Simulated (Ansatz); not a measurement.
Rows from a G0W0 calculation on BaNaBiWO6 (F-43m) (Ansatz 0.2.0; G0W0 on PBE, plane waves, PAW; PAW set soft_1; 4×4×4 mesh, 141 empty bands, screening to 54 eV, PAW set soft_1 files), in eV. Spin-orbit coupling is left out.

```
row      Σx     Σc     Vxc     Z
  A  -14.58  -3.76  -19.45  0.77
  B  -25.39   5.16  -20.10  0.71
  C  -13.31  -3.70  -18.00  0.78
  D  -25.42   3.39  -22.28  0.76
  E  -24.94   5.00  -19.80  0.72
```

Question: Which rows are filled states and which are empty ones, and how can one tell?

Filled: B, D and E. Empty: A and C. The sign of Σc tells: for a filled state bare exchange, which holds its interaction with itself, lies below Vxc (Σx − Vxc is -3.1 eV or lower here) and screening gives part back as a positive Σc. For an empty state Σx lies above Vxc (+4.7 eV or more) and the Coulomb hole leaves Σc negative.

[Paths, hosts, dates, memory and timing lines, banners, echoed tables and standing remarks are left out of the program output.]

[Logs are printed without paths, hosts, clocks, repeated set-up lines and the standing remarks that a program may print on its own settings, such as how far it seeks lower states.]

[Runs of the session that timed out or met a known fault of the program may be left out.]

[Cells called generated may have been cut or substituted from an entry of the Crystallography Open Database or the Materials Project.]

[Hosts, paths, dates, database ids (printed as entryN), source tags and the programs' standing remarks are cut or masked in the printed files.]
